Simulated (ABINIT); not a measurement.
## FeAs2 (Lollingite): G0W0 with ABINIT, start to end

Aim: the G0W0 gap of FeAs2 (Lollingite) on LDA, step by step.

Main program and level: ABINIT 10.8.3; LDA and many-body steps on it, plane waves.

**Experimental background.**

- Gap 0.2 eV: transport gap from activated resistivity above 200 K, current along a; electrical resistivity, Arrhenius fit; bulk crystal (single crystal grown by chemical vapor transport) (“Huge Thermoelectric Power Factor: FeSb2 versus FeAs2 and RuSb2”, 2009, arxiv:0910.0784).

**1. The starting structure**

Symmetry: Pnnm, No. 58, orthorhombic system. The conventional cell has a = 5.301 Å, b = 5.986 Å, c = 2.882 Å, α = 90.00°, β = 90.00°, γ = 90.00°. Nearest to Fe lie 6 As at 2.36 to 2.39 Å. Nearest to As lie 3 Fe at 2.36 to 2.39 Å and 1 As at 2.49 Å. Farther neighbours are not listed.

The cell and positions come from the Crystallography Open Database and are kept as given unless a step says otherwise.

**2. Ground state**

This step: ABINIT 10.8.3; DFT, LDA, plane waves, norm-conserving pseudopotentials.

The ground-state density comes first.

run.abi reads:

```
acell 3*1.0 Angstrom
rprim 
  5.301200000000 0.000000000000 0.000000000000
  0.000000000000 5.985800000000 0.000000000000
  0.000000000000 0.000000000000 2.882200000000
ntypat 2
znucl 26 33
natom 6
typat 1 1 2 2 2 2
xred 
  0.000000000000 0.000000000000 -0.000000000000
  0.500000000000 0.500000000000 0.500000000000
  0.176300000000 0.362400000000 -0.000000000000
  0.823700000000 0.637600000000 -0.000000000000
  0.676300000000 0.137600000000 0.500000000000
  0.323700000000 0.862400000000 0.500000000000
pp_dirpath "pseudos"
pseudos "Fe.upf, As.upf"
ecut 65
ngkpt 4 4 6
nshiftk 1
shiftk 0 0 0
kptopt 1
chksymbreak 0
nband 69
occopt 1
tolvrs 1e-08
nstep 60
prtwf 0
optforces 0
optstress 0
indata_prefix "in"
outdata_prefix "out"
tmpdata_prefix "tmp"
```

Started as:

```sh
> OMP_NUM_THREADS=1 mpirun -n 4 abinit run.abi > log
```

Numbers of over 12 decimals in the logs are rounded to 6 here.

The log of the run:

```text
.Version 10.8.3 of ABINIT. v10.8.2 released Aug 2026.

 Symmetries : space group Pn n m (# 58); Bravais oP (primitive ortho.)
================================================================================
 Values of the parameters that define the memory need of the present run
     intxc =       0    ionmov =       0      iscf =       7    lmnmax =       6
     lnmax =       6     mgfft =      90  mpssoang =       3    mqgrid =    4106
     natom =       6  nloc_mem =       1    nspden =       1   nspinor =       1
    nsppol =       1      nsym =       8    n1xccc =    2501    ntypat =       2
    occopt =       1   xclevel =       1
-    mband =          69        mffmem =           1         mkmem =           9
       mpw =       15484          nfft =      270000          nkpt =          36
================================================================================
  Rough estimation (10% accuracy) of disk space for files :
================================================================================

--------------------------------------------------------------------------------
------------- Echo of variables that govern the present computation ------------
--------------------------------------------------------------------------------
 -outvars: echo values of preprocessed input variables --------
            acell      1.8897261259E+00  1.8897261259E+00  1.8897261259E+00 Bohr

      chksymbreak           0
             ecut      6.50000000E+01 Hartree
-          fftalg         312

              ixc       -1012
              kpt      0.00000000E+00  0.00000000E+00  0.00000000E+00
                       2.50000000E-01  0.00000000E+00  0.00000000E+00
                       5.00000000E-01  0.00000000E+00  0.00000000E+00
                       0.00000000E+00  2.50000000E-01  0.00000000E+00
                       2.50000000E-01  2.50000000E-01  0.00000000E+00
                       5.00000000E-01  2.50000000E-01  0.00000000E+00
                       0.00000000E+00  5.00000000E-01  0.00000000E+00
                       2.50000000E-01  5.00000000E-01  0.00000000E+00
                       5.00000000E-01  5.00000000E-01  0.00000000E+00
   [... 25 further rows ...]
                       2.50000000E-01  5.00000000E-01  5.00000000E-01
                       5.00000000E-01  5.00000000E-01  5.00000000E-01
         kptrlatt        4    0    0      0    4    0      0    0    6
          kptrlen      3.26794118E+01
P           mkmem           9
            natom           6
            nband          69
            ngfft          75      90      40
             nkpt          36
            nstep          60
             nsym           8
           ntypat           2
              occ      2.000000  2.000000  2.000000  2.000000  2.000000  2.000000
                       2.000000  2.000000  2.000000  2.000000  2.000000  2.000000
                       2.000000  2.000000  2.000000  2.000000  2.000000  2.000000
                       2.000000  2.000000  2.000000  2.000000  2.000000  2.000000
                       2.000000  2.000000  2.000000  2.000000  2.000000  2.000000
                       2.000000  2.000000  2.000000  2.000000  2.000000  2.000000
                       2.000000  2.000000  2.000000  2.000000  2.000000  2.000000
                       2.000000  2.000000  2.000000  2.000000  2.000000  2.000000
                       2.000000  2.000000  2.000000  2.000000  2.000000  2.000000
                       2.000000  2.000000  2.000000  2.000000  2.000000  2.000000
                       2.000000  2.000000  0.000000  0.000000  0.000000  0.000000
[...]
optforces           0
        optstress           0
            prtwf           0
            rprim      5.3012000000E+00  0.0000000000E+00  0.0000000000E+00
[...]
spgroup          58

           tolvrs      1.00000000E-08

             xred      0.0000000000E+00  0.0000000000E+00  0.0000000000E+00
[...]
znucl       26.00000   33.00000

================================================================================

 chkinp: Checking input parameters for consistency.

================================================================================
== DATASET  1 ==================================================================
-   mpi_nproc: 4, omp_nthreads: 1 (-1 if OMP is not activated)

--- !DatasetInfo
iteration_state: {dtset: 1, }
dimensions: {natom: 6, nkpt: 36, mband: 69, nsppol: 1, nspinor: 1, nspden: 1, mpw: 15484, }
cutoff_energies: {ecut:  65.0, pawecutdg:  -1.0, }
electrons: {nelect:   1.24000000E+02, charge:   0.00000000E+00, occopt:   1.00000000E+00, tsmear:   1.00000000E-02, }

 Real(R)+Recip(G) space primitive vectors, cartesian coordinates (Bohr,Bohr^-1):
 R(1)= 10.0178161  0.0000000  0.0000000  G(1)=  0.0998222  0.0000000  0.0000000
 R(2)=  0.0000000 11.3115226  0.0000000  G(2)=  0.0000000  0.0884054  0.0000000
 R(3)=  0.0000000  0.0000000  5.4465686  G(3)=  0.0000000  0.0000000  0.1836018
 Unit cell volume ucvol=  6.1718748E+02 bohr^3
 Angles (23,13,12)=  9.00000000E+01  9.00000000E+01  9.00000000E+01 degrees

 getcut: wavevector=  0.0000  0.0000  0.0000  ngfft=  75  90  40
         ecut(hartree)=     65.000   => boxcut(ratio)=   2.02356

--- Pseudopotential description ------------------------------------------------
[...]
12 -1012 2 -1 1326                            pspcod,pspxc,lmax,lloc,mmax
     nproj     2     2     2
  pspatm : epsatm=   24.70505022
         --- l  ekb(1:nproj) -->
[...]
pspatm: atomic psp has been read  and splines computed

   1.58808078E+04                                ecore*ucvol(ha*bohr**3)
--------------------------------------------------------------------------------

_setup2: Arith. and geom. avg. npw (full set) are   15449.156   15449.146

================================================================================

--- !BeginCycle
iteration_state: {dtset: 1, }
solver: {iscf: 7, nstep: 60, nline: 4, wfoptalg: 0, }
tolerances: {tolvrs: 1.00E-08, }

     iter   Etot(hartree)      deltaE(h)  residm     vres2
 ETOT  1  -1478.3773205497    -1.478E+03 1.182E+00 9.565E+03
 ETOT  2  -1469.4472576729     8.930E+00 5.379E-02 1.546E+05
 ETOT  3  -1480.4345896544    -1.099E+01 4.744E-02 5.113E+04
 ETOT  4  -1480.6662835258    -2.317E-01 2.213E-02 4.931E+04
 ETOT  5  -1480.5784926946     8.779E-02 2.988E-03 4.975E+04
 ETOT  6  -1480.8721655386    -2.937E-01 3.505E-03 4.328E+04
 ETOT  7  -1483.5054558651    -2.633E+00 3.528E-03 1.977E+04
 ETOT  8  -1483.4232225330     8.223E-02 5.484E-04 2.047E+04
 ETOT  9  -1483.9459614011    -5.227E-01 5.214E-04 1.629E+04
 ETOT 10  -1485.8781249011    -1.932E+00 7.902E-03 1.259E+02
[...]
ETOT 21  -1485.8866081323    -1.954E-07 1.120E-03 1.062E-06
 ETOT 22  -1485.8866081333    -1.010E-09 6.824E-04 6.994E-07
 ETOT 23  -1485.8866081334    -1.323E-10 5.341E-04 1.073E-07
 ETOT 24  -1485.8866081335    -1.819E-11 4.145E-04 1.762E-08
 ETOT 25  -1485.8866081335    -3.138E-11 2.239E-04 6.307E-11

 At SCF step   25       vres2   =  6.31E-11 < tolvrs=  1.00E-08 =>converged.

--- !ResultsGS
iteration_state: {dtset: 1, }
comment   : Summary of ground state results
lattice_vectors:
- [ 10.0178161,   0.0000000,   0.0000000, ]
- [  0.0000000,  11.3115226,   0.0000000, ]
- [  0.0000000,   0.0000000,   5.4465686, ]
lattice_lengths: [  10.01782,   11.31152,    5.44657, ]
lattice_angles: [ 90.000,  90.000,  90.000, ] # degrees, (23, 13, 12)
lattice_volume:   6.1718748E+02
convergence: {deltae: -3.138E-11, res2:  6.307E-11, residm:  2.239E-04, diffor:  0.000E+00, }
etotal    :  -1.48588661E+03
entropy   :   0.00000000E+00
fermie    :   3.61204650E-01
cartesian_stress_tensor: null
pressure_GPa: null
xred      :
- [  0.0000E+00,   0.0000E+00,   0.0000E+00, Fe]
- [  5.0000E-01,   5.0000E-01,   5.0000E-01, Fe]
- [  1.7630E-01,   3.6240E-01,   0.0000E+00, As]
- [  8.2370E-01,   6.3760E-01,   0.0000E+00, As]
- [  6.7630E-01,   1.3760E-01,   5.0000E-01, As]
- [  3.2370E-01,   8.6240E-01,   5.0000E-01, As]
cartesian_forces: null
force_length_stats: {min: null, max: null, mean: null, }

 Integrated electronic density in atomic spheres:
 ------------------------------------------------
 Atom  Sphere_radius  Integrated_density
[...]
================================================================================

 ----iterations are completed or convergence reached----

 Mean square residual over all n,k,spin=   28.870E-08; max=  22.387E-05
 reduced coordinates (array xred) for    6 atoms
[...]
0.500000000000      0.500000000000      0.500000000000
       0.176300000000      0.362400000000      0.000000000000
       0.823700000000      0.637600000000      0.000000000000
       0.676300000000      0.137600000000      0.500000000000
       0.323700000000      0.862400000000      0.500000000000
 rms dE/dt=  0.0000E+00; max dE/dt=  0.0000E+00; dE/dt below (all hartree)
    1       0.000000000000      0.000000000000      0.000000000000
    2       0.000000000000      0.000000000000      0.000000000000
    3       0.000000000000      0.000000000000      0.000000000000
    4       0.000000000000      0.000000000000      0.000000000000
    5       0.000000000000      0.000000000000      0.000000000000
    6       0.000000000000      0.000000000000      0.000000000000

 cartesian coordinates (angstrom) at end:
    1      0.000000     0.000000     0.000000
    2      2.650600     2.992900     1.441100
    3      0.934602     2.169254     0.000000
    4      4.366598     3.816546     0.000000
    5      3.585202     0.823646     1.441100
    6      1.715998     5.162154     1.441100
 length scales=  1.889726125908  1.889726125908  1.889726125908 bohr
              =  1.000000000000  1.000000000000  1.000000000000 angstroms
 prteigrs : about to open file out_EIG
 Fermi (or HOMO) energy (hartree) =   0.36120   Average Vxc (hartree)=  -0.47115
 Eigenvalues (hartree) for nkpt=  36  k points:
 kpt#   1, nband= 69, wtk=  0.01042, kpt=  0.0000  0.0000  0.0000 (reduced coord)
  -6.40301   -6.40301   -6.40300   -6.40300   -4.34398   -4.34398   -4.34398   -4.34398
  -4.34266   -4.34266   -4.34256   -4.34256   -4.33960   -4.33960   -4.33959   -4.33959
  -2.78712   -2.78712   -1.56074   -1.56073   -1.55902   -1.55902   -1.54676   -1.54674
  -0.94760   -0.94749   -0.94577   -0.94555   -0.94548   -0.94546   -0.94460   -0.94447
  -0.94277   -0.94266   -0.94265   -0.94249   -0.94241   -0.94231   -0.94224   -0.94212
  -0.94126   -0.94101   -0.94043   -0.94021   -0.16722   -0.07524   -0.03892   -0.02147
   0.13322    0.16701    0.21371    0.23118    0.24408    0.26152    0.30016    0.31451
   0.32071    0.32119    0.34054    0.35310    0.35576    0.35872    0.41917    0.45135
   0.51488    0.53367    0.53442    0.54098    0.59542
 prteigrs : prtvol=0 or 1, do not print more k-points.

--- !EnergyTerms
iteration_state     : {dtset: 1, }
comment             : Components of total free energy in Hartree
kinetic             :  6.65213465755065E+02
hartree             :  5.15377514204423E+02
xc                  : -1.59518932525192E+02
Ewald energy        : -7.86265375186903E+02
psp_core            :  2.57309298914361E+01
local_psp           : -1.42351617850551E+03
non_local_psp       : -3.22908031766803E+02
total_energy        : -1.48588660813349E+03
total_energy_eV     : -4.04330344116509E+04
band_energy         : -2.15578591952261E+02

== END DATASET(S) ==============================================================
================================================================================

 -outvars: echo values of variables after computation  --------
           etotal     -1.4858866081E+03
            nband          69
             nkpt          36
          spgroup          58
 [... the other variables as echoed above ...]

 Calculation completed.
```

Wall time 21 min (4 MPI ranks of Arm Neoverse V1, shared host); peak memory 1.1 GiB; 83 min of CPU time.

Numbers from this step:

- total energy: -40433.0344 eV
- gap: 0.2389 eV
- k of the valence top: 0, 0.5, 0.1667
- k of the conduction bottom: 0, 0, 0.3333
- least direct gap: 0.4503 eV

The gap is indirect, with the least direct gap 0.21 eV higher.

**3. Empty states on the mesh, 2×2×4 mesh, 134 bands**

The sums over transitions need many empty states on a uniform mesh; this step solves for them.

run.abi: that of step 2 with these lines changed.

```diff
@@ -19,3 +19,3 @@
 ecut 65
-ngkpt 4 4 6
+ngkpt 2 2 4
 nshiftk 1
@@ -24,9 +24,10 @@
 chksymbreak 0
-nband 69
-occopt 1
-tolvrs 1e-08
+iscf -2
+irdden 1
+istwfk *1
+nband 134
+nbdbuf 12
+tolwfr 1e-09
 nstep 60
-prtwf 0
-optforces 0
-optstress 0
+prtvol 0
 indata_prefix "in"
```

The log of the run:

```text
.Version 10.8.3 of ABINIT. v10.8.2 released Aug 2026.

 Symmetries : space group Pn n m (# 58); Bravais oP (primitive ortho.)
[... echo of the input left out ...]
== DATASET  1 ==================================================================
-   mpi_nproc: 4, omp_nthreads: 1 (-1 if OMP is not activated)

--- !DatasetInfo
iteration_state: {dtset: 1, }
dimensions: {natom: 6, nkpt: 12, mband: 134, nsppol: 1, nspinor: 1, nspden: 1, mpw: 15496, }
cutoff_energies: {ecut:  65.0, pawecutdg:  -1.0, }
electrons: {nelect:   1.24000000E+02, charge:   0.00000000E+00, occopt:   1.00000000E+00, tsmear:   1.00000000E-02, }

 Real(R)+Recip(G) space primitive vectors, cartesian coordinates (Bohr,Bohr^-1):
 R(1)= 10.0178161  0.0000000  0.0000000  G(1)=  0.0998222  0.0000000  0.0000000
 R(2)=  0.0000000 11.3115226  0.0000000  G(2)=  0.0000000  0.0884054  0.0000000
 R(3)=  0.0000000  0.0000000  5.4465686  G(3)=  0.0000000  0.0000000  0.1836018
 Unit cell volume ucvol=  6.1718748E+02 bohr^3
 Angles (23,13,12)=  9.00000000E+01  9.00000000E+01  9.00000000E+01 degrees

 getcut: wavevector=  0.0000  0.0000  0.0000  ngfft=  75  90  40
         ecut(hartree)=     65.000   => boxcut(ratio)=   2.02356

--- Pseudopotential description ------------------------------------------------
- Fe Generated using ONCVPSP code by D. R. Hamann
- 26.00000  16.00000  180309                  znucl, zion, pspdat
12 -1012 2 -1 1408                            pspcod,pspxc,lmax,lloc,mmax
     nproj     2     2     2
  pspatm : epsatm=   14.62541472
         --- l  ekb(1:nproj) -->
             0   16.534884    1.886547
             1    1.682161   -0.540477
             2   -7.784076   -2.323469
 pspatm: atomic psp has been read  and splines computed

- As Generated using ONCVPSP code by D. R. Hamann
- 33.00000  23.00000  180309                  znucl, zion, pspdat
12 -1012 2 -1 1326                            pspcod,pspxc,lmax,lloc,mmax
     nproj     2     2     2
  pspatm : epsatm=   24.70505022
         --- l  ekb(1:nproj) -->
[...]
pspatm: atomic psp has been read  and splines computed

--------------------------------------------------------------------------------

================================================================================
 prteigrs : about to open file out_EIG
 Non-SCF case, kpt    1 (  0.00000  0.00000  0.00000), residuals and eigenvalues=
  2.73E-10  3.73E-10  3.30E-10  3.21E-10  9.70E-10  1.21E-10  1.55E-10  1.30E-10
  1.29E-10  8.66E-10  1.56E-10  1.37E-10  1.37E-10  1.33E-10  8.49E-10  1.53E-10
  7.28E-10  2.39E-10  4.29E-10  8.15E-10  5.13E-10  6.77E-10  6.27E-10  1.10E-10
[...]
1.04E-06  4.01E-06  4.75E-06  3.92E-06  1.66E-05  7.10E-04
 -6.4030E+00 -6.4030E+00 -6.4030E+00 -6.4030E+00 -4.3440E+00 -4.3440E+00
 -4.3440E+00 -4.3440E+00 -4.3427E+00 -4.3427E+00 -4.3426E+00 -4.3426E+00
[...]
1.6924E+00  1.7676E+00  1.7715E+00  1.7804E+00  1.7876E+00  1.7916E+00
  1.8087E+00  1.8653E+00
 prteigrs : prtvol=0 or 1, do not print more k-points.

--- !ResultsGS
iteration_state: {dtset: 1, }
comment   : Summary of ground state results
lattice_vectors:
- [ 10.0178161,   0.0000000,   0.0000000, ]
- [  0.0000000,  11.3115226,   0.0000000, ]
- [  0.0000000,   0.0000000,   5.4465686, ]
lattice_lengths: [  10.01782,   11.31152,    5.44657, ]
lattice_angles: [ 90.000,  90.000,  90.000, ] # degrees, (23, 13, 12)
lattice_volume:   6.1718748E+02
convergence: {deltae:  0.000E+00, res2:  0.000E+00, residm:  9.994E-10, diffor:  0.000E+00, }
etotal    :  -1.48588661E+03
entropy   :   0.00000000E+00
fermie    :   3.61204650E-01
cartesian_stress_tensor: null
pressure_GPa: null
xred      :
- [  0.0000E+00,   0.0000E+00,   0.0000E+00, Fe]
- [  5.0000E-01,   5.0000E-01,   5.0000E-01, Fe]
- [  1.7630E-01,   3.6240E-01,   0.0000E+00, As]
- [  8.2370E-01,   6.3760E-01,   0.0000E+00, As]
- [  6.7630E-01,   1.3760E-01,   5.0000E-01, As]
- [  3.2370E-01,   8.6240E-01,   5.0000E-01, As]
cartesian_forces: null
force_length_stats: {min: null, max: null, mean: null, }

 Integrated electronic density in atomic spheres:
 ------------------------------------------------
 Atom  Sphere_radius  Integrated_density
[...]
================================================================================

 ----iterations are completed or convergence reached----

 Mean square residual over all n,k,spin=   48.378E-11; max=  99.935E-11
 reduced coordinates (array xred) for    6 atoms
[...]
0.676300000000      0.137600000000      0.500000000000
       0.323700000000      0.862400000000      0.500000000000

 cartesian coordinates (angstrom) at end:
    1      0.000000     0.000000     0.000000
    2      2.650600     2.992900     1.441100
    3      0.934602     2.169254     0.000000
    4      4.366598     3.816546     0.000000
    5      3.585202     0.823646     1.441100
    6      1.715998     5.162154     1.441100
 length scales=  1.889726125908  1.889726125908  1.889726125908 bohr
              =  1.000000000000  1.000000000000  1.000000000000 angstroms
 prteigrs : about to open file out_EIG
 Eigenvalues (hartree) for nkpt=  12  k points:
 kpt#   1, nband=134, wtk=  0.06250, kpt=  0.0000  0.0000  0.0000 (reduced coord)
[...]
1.45760    1.45922    1.46798    1.47982    1.50745    1.52076    1.54723    1.54957
   1.55491    1.56556    1.58920    1.62837    1.62905    1.63908    1.69243    1.76757
   1.77151    1.78040    1.78765    1.79161    1.80870    1.86533
 prteigrs : prtvol=0 or 1, do not print more k-points.

== END DATASET(S) ==============================================================
================================================================================

 -outvars: echo values of variables after computation  --------
            nband         134
             nkpt          12
          spgroup          58
 [... the other variables as echoed above ...]

 Calculation completed.
```

Elapsed: 3.7 min, on 4 MPI ranks; peak memory 0.83 GiB; 15 min of CPU time.

Numbers from this step:

```yaml
gap: 0.2727 eV
k_of_the_valence_top: 0, 0.5, 0.25
k_of_the_conduction_bottom: 0, 0, 0.25
least_direct_gap: 0.5777 eV
k_points_computed: 12
lowest_point_of_the_top_converged_band_above_the_valence_top: 32.81 eV
```

On this mesh the gap is 0.273 eV. The earlier step found 0.239 eV, so this mesh misses an edge.

(Part 1 of 2 ends here.)

[Paths, hosts, dates, memory and timing lines, banners, echoed tables and standing remarks are left out of the program output.]

[Logs are printed without paths, hosts, clocks, repeated set-up lines and the standing remarks that a program may print on its own settings, such as how far it seeks lower states.]

[Runs of the session that timed out or met a known fault of the program may be left out.]

[Hosts, paths, dates, database ids (printed as entryN), source tags and the programs' standing remarks are cut or masked in the printed files.]

[G0W0 gaps are taken among the corrected bands and points alone; a level outside them can change the order at an edge.]

[Where Ansatz stands beside ABINIT at settings called matched, ABINIT's density can come from a denser mesh and the files from another edition; pairs whose starting gaps differed by over 0.03 eV were left out, so agreement reads better than it is.]
